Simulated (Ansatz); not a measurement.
# linear La chain under tension and compression, part 2 of 2

Wanted: energy, moment and open channels of the linear La chain from 12 % compression to 30 % stretch.

Ansatz 0.2.0; DFT PBE, plane waves, PAW; relaxation of a chain's period (the session's first sound run).

So far, conductance of the lead as this run defines it (G₀): step 3 (the chain at a fixed length, period over the relaxed period …) 3.93. Also absolute moment (μB): step 3 0.115.

### 4. The chain at a fixed length, period over the relaxed period 0.92, k-mesh 1×1×30

Level of this step: DFT PBE, plane waves, PAW; channels and complex bands of a perfect chain (Ansatz).

The period is set to 0.92 times the relaxed one: shorter bonds widen the bands.

The cell differs from the one that the last finished run ended in (c 2.621 → 2.740 Å).

Input file input.yaml:

```yaml
crystal:
  lattice:
    - [7.5, 0.0, 0.0]
    - [0.0, 7.5, 0.0]
    - [0.0, 0.0, 2.7400300801]
  atoms:
    - { symbol: La, position: [0.5, 0.5, 0.0], spin: 1.0 }
magnetization:
  spin_polarized: true
kpoints:
  mp_grid: { grid: [1, 1, 30] }
scf:
  occupations: { method: fermi_dirac, width: 0.05 }
hamiltonian:
  xc: pbe
output:
  transmission:
    e_range: [-2, 2]
    de: 0.035
    kmesh: [1, 1]
    reduced_basis: true
    leads: [[0, 0]]
  stress: true
```

On the command line:

```sh
$ ansatz run input.yaml --threads 4 --pin off --max-ram 8192MiB --backend cpu --events-out ev --progress --plain --runs-dir out
```

Numbers of over 12 decimals in the logs are rounded to 6 here.

The log of the run:

```text
[...]
Crystal: 1 atoms, lattice volume = 154.127 Å³
Basis set: ecut = 420 eV, 3073 PW (Γ)
Bands: 10, of which v1, the nominal top of the filled ones, is band 6 counted from 1 (5 counted from 0)
Symmetry: 16 space group operations
[...]
k-points: 16 of 30
[...]
Starting moments: Σ|m| = 1 μB on 1 of 1 site
[...]
--- Transmission ---
  basis      : 497 plane waves across, 4 finite elements along
  points     : 1, standing for a mesh of 1 x 1
[...]
crystal 0  : La1, at the sites [0, 0], period 2.7400 Å: whole cells are its period
[...]
filled         : 1.6 meV over the level at which it is neutral
    channels       : 4.000000e0 up, 4.000000e0 down
[...]
[key lines of the parts left out:]
SCF converged after 14 iterations
Magnetization: 0.0000 μB (5.5000 up, 5.5000 down)
Free energy (F): -6247.883675 eV
Fermi energy:    0.368489 eV
P = ⅓ Tr σ = 0.6666 GPa (6.666 kbar)
```

Elapsed: 43 s, on 4 threads of Arm Neoverse V1, shared host; peak memory 0.62 GiB.

At the computed energy nearest the Fermi level there are 4 spin-up and 4 spin-down channels, and the thermal average gives 4.01 G₀.

### 5. At a set period, period over the relaxed period 0.96, k-mesh 1×1×28

The period is set to 0.96 times the relaxed one: shorter bonds widen the bands.

The cell differs from the one that the last finished run ended in (c 2.740 → 2.859 Å).

input.yaml, as its differences from that of step 4:

```diff
@@ -4,3 +4,3 @@
     - [0.0, 7.5, 0.0]
-    - [0.0, 0.0, 2.7400300801]
+    - [0.0, 0.0, 2.8591618227]
   atoms:
@@ -10,3 +10,3 @@
 kpoints:
-  mp_grid: { grid: [1, 1, 30] }
+  mp_grid: { grid: [1, 1, 28] }
 scf:
```

The log of the run:

```text
[...]
Crystal: 1 atoms, lattice volume = 160.828 Å³
Basis set: ecut = 420 eV, 3145 PW (Γ)
Bands: 10, of which v1, the nominal top of the filled ones, is band 6 counted from 1 (5 counted from 0)
Symmetry: 16 space group operations
[...]
k-points: 15 of 28
[...]
Starting moments: Σ|m| = 1 μB on 1 of 1 site
[...]
--- Transmission ---
  basis      : 497 plane waves across, 4 finite elements along
  points     : 1, standing for a mesh of 1 x 1
[...]
crystal 0  : La1, at the sites [0, 0], period 2.8592 Å: whole cells are its period
[...]
filled         : 9.2 meV over the level at which it is neutral
    channels       : 4.000000e0 up, 4.000000e0 down
[...]
[key lines of the parts left out:]
SCF converged after 13 iterations
Magnetization: 0.0000 μB (5.5000 up, 5.5000 down)
Free energy (F): -6247.982952 eV
Fermi energy:    0.239372 eV
P = ⅓ Tr σ = -0.0275 GPa (-0.275 kbar)
```

It took 37 s on 4 threads; peak memory 0.52 GiB.

At the computed energy nearest the Fermi level there are 4 spin-up and 4 spin-down channels, and the thermal average gives 4.00 G₀.

### 6. At a set period, period over the relaxed period 1, k-mesh 1×1×27

The period is set to 1.0 times the relaxed one, as the point of reference.

input.yaml, as its differences from that of step 5:

```diff
@@ -4,3 +4,3 @@
     - [0.0, 7.5, 0.0]
-    - [0.0, 0.0, 2.8591618227]
+    - [0.0, 0.0, 2.9782935653]
   atoms:
@@ -10,3 +10,3 @@
 kpoints:
-  mp_grid: { grid: [1, 1, 28] }
+  mp_grid: { grid: [1, 1, 27] }
 scf:
```

The log of the run:

```text
[...]
Crystal: 1 atoms, lattice volume = 167.529 Å³
Basis set: ecut = 420 eV, 3265 PW (Γ)
Bands: 10, of which v1, the nominal top of the filled ones, is band 6 counted from 1 (5 counted from 0)
Symmetry: 16 space group operations
[...]
k-points: 14 of 27
[...]
Starting moments: Σ|m| = 1 μB on 1 of 1 site
[...]
--- Transmission ---
  basis      : 497 plane waves across, 4 finite elements along
  points     : 1, standing for a mesh of 1 x 1
[...]
crystal 0  : La1, at the sites [0, 0], period 2.9783 Å: whole cells are its period
[...]
filled         : 4.1 meV over the level at which it is neutral
    channels       : 4.000000e0 up, 4.000000e0 down
[...]
[key lines of the parts left out:]
SCF converged after 15 iterations
Magnetization: -0.0000 μB (5.5000 up, 5.5000 down)
Free energy (F): -6248.001173 eV
Fermi energy:    0.115240 eV
P = ⅓ Tr σ = -0.5319 GPa (-5.319 kbar)
```

The job ended after 33 s (4 threads; peak memory 0.51 GiB).

At the computed energy nearest the Fermi level there are 4 spin-up and 4 spin-down channels, and the thermal average gives 4.00 G₀.

### 7. At a set period, period over the relaxed period 1.04, k-mesh 1×1×26

The period is set to 1.04 times the relaxed one: longer bonds narrow the bands.

The cell differs from the one that the last finished run ended in (c 2.978 → 3.097 Å).

input.yaml, as its differences from that of step 6:

```diff
@@ -4,3 +4,3 @@
     - [0.0, 7.5, 0.0]
-    - [0.0, 0.0, 2.9782935653]
+    - [0.0, 0.0, 3.0974253079]
   atoms:
@@ -10,3 +10,3 @@
 kpoints:
-  mp_grid: { grid: [1, 1, 27] }
+  mp_grid: { grid: [1, 1, 26] }
 scf:
```

The log of the run:

```text
[...]
Crystal: 1 atoms, lattice volume = 174.230 Å³
Basis set: ecut = 420 eV, 3427 PW (Γ)
Bands: 10, of which v1, the nominal top of the filled ones, is band 6 counted from 1 (5 counted from 0)
Symmetry: 16 space group operations
[...]
k-points: 14 of 26
[...]
Starting moments: Σ|m| = 1 μB on 1 of 1 site
[...]
--- Transmission ---
  basis      : 497 plane waves across, 4 finite elements along
  points     : 1, standing for a mesh of 1 x 1
[...]
crystal 0  : La1, at the sites [0, 0], period 3.0974 Å: whole cells are its period
[...]
filled         : 6.6 meV under the level at which it is neutral
    channels       : 4.000000e0 up, 4.000000e0 down
[...]
[key lines of the parts left out:]
SCF converged after 15 iterations
Magnetization: 0.0000 μB (5.5000 up, 5.5000 down)
Free energy (F): -6247.969601 eV
Fermi energy:    0.027100 eV
P = ⅓ Tr σ = -0.8324 GPa (-8.324 kbar)
```

Elapsed: 30 s, on 4 threads; peak memory 0.51 GiB; 1.8 min of CPU time.

At the computed energy nearest the Fermi level there are 4 spin-up and 4 spin-down channels, and the thermal average gives 4.00 G₀. The change of length costs 0.033 eV a cell and leaves no moment.

### 8. The chain at a fixed length, period over the relaxed period 1.08, k-mesh 1×1×25

The period is set to 1.08 times the relaxed one: longer bonds narrow the bands.

The cell differs from the one that the last finished run ended in (c 3.097 → 3.217 Å).

input.yaml, as its differences from that of step 7:

```diff
@@ -4,3 +4,3 @@
     - [0.0, 7.5, 0.0]
-    - [0.0, 0.0, 3.0974253079]
+    - [0.0, 0.0, 3.2165570506]
   atoms:
@@ -10,3 +10,3 @@
 kpoints:
-  mp_grid: { grid: [1, 1, 26] }
+  mp_grid: { grid: [1, 1, 25] }
 scf:
```

The log of the run:

```text
[...]
Crystal: 1 atoms, lattice volume = 180.931 Å³
Basis set: ecut = 420 eV, 3563 PW (Γ)
Bands: 10, of which v1, the nominal top of the filled ones, is band 6 counted from 1 (5 counted from 0)
Symmetry: 16 space group operations
[...]
k-points: 13 of 25
[...]
Starting moments: Σ|m| = 1 μB on 1 of 1 site
[...]
--- Transmission ---
  basis      : 497 plane waves across, 4 finite elements along
  points     : 1, standing for a mesh of 1 x 1
[...]
crystal 0  : La1, at the sites [0, 0], period 3.2166 Å: whole cells are its period
[...]
filled         : 5.8 meV under the level at which it is neutral
    channels       : 4.000000e0 up, 4.000000e0 down
[...]
[key lines of the parts left out:]
SCF converged after 14 iterations
Magnetization: -0.0000 μB (5.5000 up, 5.5000 down)
Free energy (F): -6247.903618 eV
Fermi energy:    -0.044148 eV
P = ⅓ Tr σ = -1.0391 GPa (-10.391 kbar)
```

It took 30 s on 4 threads; peak memory 0.5 GiB.

At the computed energy nearest the Fermi level there are 4 spin-up and 4 spin-down channels, and the thermal average gives 4.00 G₀. The change of length costs 0.100 eV a cell and leaves no moment.

### 9. At a set period, period over the relaxed period 1.13, k-mesh 1×1×24

The period is set to 1.13 times the relaxed one: longer bonds narrow the bands.

The cell differs from the one that the last finished run ended in (c 3.217 → 3.365 Å).

input.yaml, as its differences from that of step 8:

```diff
@@ -4,3 +4,3 @@
     - [0.0, 7.5, 0.0]
-    - [0.0, 0.0, 3.2165570506]
+    - [0.0, 0.0, 3.3654717288]
   atoms:
@@ -10,3 +10,3 @@
 kpoints:
-  mp_grid: { grid: [1, 1, 25] }
+  mp_grid: { grid: [1, 1, 24] }
 scf:
```

The log of the run:

```text
[...]
Crystal: 1 atoms, lattice volume = 189.308 Å³
Basis set: ecut = 420 eV, 3715 PW (Γ)
Bands: 10, of which v1, the nominal top of the filled ones, is band 6 counted from 1 (5 counted from 0)
Symmetry: 16 space group operations
[...]
k-points: 13 of 24
[...]
Starting moments: Σ|m| = 1 μB on 1 of 1 site
[...]
--- Transmission ---
  basis      : 497 plane waves across, 5 finite elements along
  points     : 1, standing for a mesh of 1 x 1
[...]
crystal 0  : La1, at the sites [0, 0], period 3.3655 Å: whole cells are its period
[...]
filled         : 2.2 meV under the level at which it is neutral
    channels       : 4.000000e0 up, 4.000000e0 down
[...]
[key lines of the parts left out:]
SCF converged after 15 iterations
Magnetization: 0.0000 μB (5.5000 up, 5.5000 down)
Free energy (F): -6247.790669 eV
Fermi energy:    -0.119831 eV
P = ⅓ Tr σ = -1.1839 GPa (-11.839 kbar)
```

Elapsed: 52 s, on 4 threads; peak memory 0.56 GiB; 3.1 min of CPU time.

At the computed energy nearest the Fermi level there are 4 spin-up and 4 spin-down channels, and the thermal average gives 4.00 G₀. The change of length costs 0.214 eV a cell and leaves no moment.

### 10. The chain at a fixed length, period over the relaxed period 1.2, k-mesh 1×1×23

The period is set to 1.2 times the relaxed one: longer bonds narrow the bands.

The cell differs from the one that the last finished run ended in (c 3.365 → 3.574 Å).

input.yaml, as its differences from that of step 9:

```diff
@@ -4,3 +4,3 @@
     - [0.0, 7.5, 0.0]
-    - [0.0, 0.0, 3.3654717288]
+    - [0.0, 0.0, 3.5739522784]
   atoms:
@@ -10,3 +10,3 @@
 kpoints:
-  mp_grid: { grid: [1, 1, 24] }
+  mp_grid: { grid: [1, 1, 23] }
 scf:
```

The log of the run:

```text
[...]
Crystal: 1 atoms, lattice volume = 201.035 Å³
Basis set: ecut = 420 eV, 3923 PW (Γ)
Bands: 10, of which v1, the nominal top of the filled ones, is band 6 counted from 1 (5 counted from 0)
Symmetry: 16 space group operations
[...]
k-points: 12 of 23
[...]
Starting moments: Σ|m| = 1 μB on 1 of 1 site
[...]
--- Transmission ---
  basis      : 497 plane waves across, 5 finite elements along
  points     : 1, standing for a mesh of 1 x 1
[...]
crystal 0  : La1, at the sites [0, 0], period 3.5740 Å: whole cells are its period
[...]
filled         : 1.0 meV under the level at which it is neutral
    channels       : 5.000000e0 up, 1.000000e0 down
[...]
[key lines of the parts left out:]
SCF converged after 27 iterations
Magnetization: 1.9889 μB (6.4945 up, 4.5055 down)
Free energy (F): -6247.620524 eV
Fermi energy:    -0.161344 eV
P = ⅓ Tr σ = -0.9807 GPa (-9.807 kbar)
```

Run time: 43 s. Hardware: 4 threads; peak memory 0.55 GiB; 2.5 min of CPU time.

At the computed energy nearest the Fermi level there are 5 spin-up and 1 spin-down channels, and the thermal average gives 2.98 G₀. The change of length costs 0.386 eV a cell and leaves an absolute moment of 1.99 μB a cell.

For the conductance of the lead as this run defines it, step 3 gave 3.93 G₀; this run, with period over the relaxed period 1.2 and k-mesh 1×1×23, gives 2.98 G₀ (-24 %).

### 11. The chain at a fixed length, period over the relaxed period 1.3, k-mesh 1×1×21

The period is set to 1.3 times the relaxed one: longer bonds narrow the bands.

The cell differs from the one that the last finished run ended in (c 3.574 → 3.872 Å).

input.yaml, as its differences from that of step 10:

```diff
@@ -4,3 +4,3 @@
     - [0.0, 7.5, 0.0]
-    - [0.0, 0.0, 3.5739522784]
+    - [0.0, 0.0, 3.8717816349]
   atoms:
@@ -10,3 +10,3 @@
 kpoints:
-  mp_grid: { grid: [1, 1, 23] }
+  mp_grid: { grid: [1, 1, 21] }
 scf:
```

The log of the run:

```text
[...]
Crystal: 1 atoms, lattice volume = 217.788 Å³
Basis set: ecut = 420 eV, 4245 PW (Γ)
Bands: 10, of which v1, the nominal top of the filled ones, is band 6 counted from 1 (5 counted from 0)
Symmetry: 16 space group operations
[...]
k-points: 11 of 21
[...]
Starting moments: Σ|m| = 1 μB on 1 of 1 site
[...]
--- Transmission ---
  basis      : 497 plane waves across, 5 finite elements along
  points     : 1, standing for a mesh of 1 x 1
[...]
crystal 0  : La1, at the sites [0, 0], period 3.8718 Å: whole cells are its period
[...]
filled         : 4.8 meV under the level at which it is neutral
    channels       : 5.000000e0 up, 1.000000e0 down
[...]
[key lines of the parts left out:]
SCF converged after 14 iterations
Magnetization: 1.9015 μB (6.4508 up, 4.5492 down)
Free energy (F): -6247.416308 eV
Fermi energy:    -0.331105 eV
P = ⅓ Tr σ = -1.1423 GPa (-11.423 kbar)
```

It took 40 s on 4 threads; peak memory 0.54 GiB.

At the computed energy nearest the Fermi level there are 5 spin-up and 1 spin-down channels, and the thermal average gives 2.86 G₀. The change of length costs 0.593 eV a cell and leaves an absolute moment of 1.90 μB a cell.

For the conductance of the lead as this run defines it, step 3 gave 3.93 G₀; this run, with period over the relaxed period 1.3 and k-mesh 1×1×21, gives 2.86 G₀ (-27 %).

### 12. Comparing the runs

Times are for 4 threads of Arm Neoverse V1, shared host. Results by setting:

```csv
no.,period over the relaxed period,conductance of the lead as this run defines it (G₀),absolute moment (μB),energy at zero smearing less the lowest (eV),time,memory (GiB)
1,0.88,3.930,0.1151,0.3171,48 s,0.64
2,0.92,4.008,0,0.1152,43 s,0.62
3,0.96,4.000,0,0.01624,37 s,0.52
4,1,4.000,0,0,33 s,0.51
5,1.04,4.000,0,0.03278,30 s,0.51
6,1.08,4.000,0,0.09955,30 s,0.5
7,1.13,4.000,0,0.2141,52 s,0.56
8,1.2,2.982,1.989,0.3856,43 s,0.55
9,1.3,2.856,1.902,0.5931,40 s,0.54
```

### 13. The same system on other settings

This step: DFT PBE, plane waves, PAW; channels and complex bands of a perfect chain; changed: scf.mixing.algorithm = "anderson", scf.mixing.beta = 0.1, scf.mixing.ndim = 4 (Ansatz 0.2.0).

The atoms of the run at the relaxed period are kept and the input is varied, to see whether the result depends on it.

input.yaml, the sections that differ from step 11:

```yaml
crystal:
  lattice:
    - [7.5, 0.0, 0.0]
    - [0.0, 7.5, 0.0]
    - [0.0, 0.0, 2.9782935653]
  atoms:
    - { symbol: La, position: [0.5, 0.5, 0.0], spin: 1.0 }
kpoints:
  mp_grid: { grid: [1, 1, 27] }
scf:
  occupations: { method: fermi_dirac, width: 0.05 }
  mixing: { algorithm: anderson, beta: 0.1, ndim: 4 }
# magnetization, hamiltonian, output: as in step 11
```

The log of the run:

```text
[...]
Crystal: 1 atoms, lattice volume = 167.529 Å³
Basis set: ecut = 420 eV, 3265 PW (Γ)
Bands: 10, of which v1, the nominal top of the filled ones, is band 6 counted from 1 (5 counted from 0)
Symmetry: 16 space group operations
[...]
k-points: 14 of 27
[...]
Starting moments: Σ|m| = 1 μB on 1 of 1 site
[...]
SCF iter   1: F=—  HF=-6248.458698 eV  |F-HF|=—  |Δ(HF+E_count)|=         —  Δρ=1.70e-2 (↑1.70e-2 ↓1.52e-2)  dr2=5.88e0  dr2_m=2.24e-2  M=0.810 μB ∫|m|=0.810 μB  β_m=0.40  ethr=3.10e-3  ⟨swp⟩=4.1  Hψ=1626  notcnv=0
[...]
SCF iter  45: F=-6248.001173 eV  HF=-6248.001173 eV  |F-HF|=8.04e-10  |Δ(HF+E_count)|=  9.60e-10  Δρ=2.88e-7 (↑2.88e-7 ↓2.36e-7)  dr2=2.04e-10  dr2_m=1.06e-11  M=-0.000 μB ∫|m|=0.000 μB  ethr=9.23e-12  ⟨swp⟩=1.3  Hψ=817  notcnv=0
SCF 1 converged in 45 iterations: F = -6248.001173 eV  dr2 = 2.04e-10
[...]
transmission: 8 of 48 steps passed
transmission: 12 of 48 steps passed
[...]
transmission: 48 of 48 steps passed
this state was not tested for a lower state beside it, because the mixer in use, unlike msr1, does not test its closes by its own steps (another_mixer; see scf.mixing.algorithm and scf.lower_state_search)
SCF converged after 45 iterations
Magnetization: -0.0000 μB (5.5000 up, 5.5000 down)
Absolute magnetization: 0.0000 μB (∫|ρ↑−ρ↓|, with the PAW one-centre terms)
[...]
Per-site moments (μB) at R_I (Å): [(-3.1554760458717696e-6, 1.228546)]
Free energy (F): -6248.001173 eV
[...]
Internal energy: -6247.980413 eV  (E = F + TS)
E sigma→0 (E₀):  -6247.990793 eV
Entropy (-TS):   -0.020760 eV (-20.760 meV/atom)
Fermi energy:    0.115232 eV
[...]
--- Stress (GPa, compression-positive) ---
       -0.673208       0.000000       0.000000
        0.000000      -0.673208       0.000000
        0.000000       0.000000      -0.249411
  P = ⅓ Tr σ = -0.5319 GPa (-5.319 kbar)
--- Band table (eV; the first three rows and the last of 28) ---
[...]
--- Transmission ---
  basis      : 497 plane waves across, 4 finite elements along
  points     : 1, standing for a mesh of 1 x 1
[...]
crystal 0  : La1, at the sites [0, 0], period 2.9783 Å: whole cells are its period
[...]
filled         : 4.1 meV over the level at which it is neutral
    channels       : 4.000000e0 up, 4.000000e0 down
[...]
```

Run time: 40 s. Hardware: 4 threads; peak memory 0.51 GiB.

Numbers from this step:

| Item | Value |
| --- | --- |
| energy at zero smearing | -6247.9908 eV |
| channels at the energy nearest the Fermi level, spin up | 4 |
| channels at the energy nearest the Fermi level, spin down | 4 |
| conductance of the lead as this run defines it | 4.000 G₀ |

Table of open channels of the lead by energy, zero at the Fermi level:

```csv
energy (eV),spin up,spin down
-1.090,0,0
-0.985,1,1
-0.915,1,1
-0.810,3,3
-0.705,3,3
-0.600,3,3
-0.495,4,4
-0.390,4,4
-0.285,4,4
-0.215,4,4
-0.110,4,4
-0.005,4,4
0.100,4,4
0.205,4,4
0.310,5,5
0.415,5,5
0.485,5,5
0.590,5,5
0.695,6,6
0.800,6,6
0.905,6,6
1.010,3,3
1.115,3,3
1.185,1,1
1.290,3,3
1.395,1,1
1.500,1,1
1.605,1,1
1.710,3,3
1.815,3,3
1.885,3,3
```

It took 40 s against 33 s for the run it varies, and the conductance is 4.00 G₀ against 4.00 G₀.

The channels at the energy nearest the Fermi level, spin up, channels at the energy nearest the Fermi level, spin down and conductance of the lead as this run defines it stay within 0.2 % plus 0.001 of the run it varies.

### 14. Outcome

```json
{
 "relaxed cell length": "2.978 Å",
 "conductance at period × 0.88": "3.93 G₀",
 "conductance at period × 1.0": "4.00 G₀",
 "conductance at period × 1.13": "4.00 G₀",
 "conductance at period × 1.3": "2.86 G₀",
 "absolute moment at period × 0.88": "0.115 μB",
 "absolute moment at period × 1.0": "0 μB",
 "absolute moment at period × 1.3": "1.90 μB"
}
```

**Reading.** The moment is 0.12 μB at the shortest period and 1.90 μB at the longest; it jumps by 1.99 μB between two neighbouring lengths, a change of magnetic state rather than a smooth growth. The conductance goes from 3.93 G₀ at the shortest period to 2.86 G₀ at the longest, while the magnetic state changes too. Transport is coherent and elastic here: the atoms are frozen, so scattering by vibrations plays no part. Spin-orbit coupling is left out, which matters for the bands of heavy atoms. No search over magnetic orders was made; another may lie lower. For the perfect chain only parallel moments were started; its antiparallel and spiral orders were not tested. Conductances of a perfect chain off the multiples of half a G0 come from band edges within the thermal window; the square box also splits pairs of bands that an isolated chain keeps degenerate, which moves such edges. The lead's cell of one atom keeps the chain straight and evenly spaced; a zigzag or dimerised form may lie lower.

[Logs are printed without paths, hosts, clocks, repeated set-up lines and the standing remarks that a program may print on its own settings, such as how far it seeks lower states.]

[Hosts, paths, dates, database ids (printed as entryN), source tags and the programs' standing remarks are cut or masked in the printed files.]
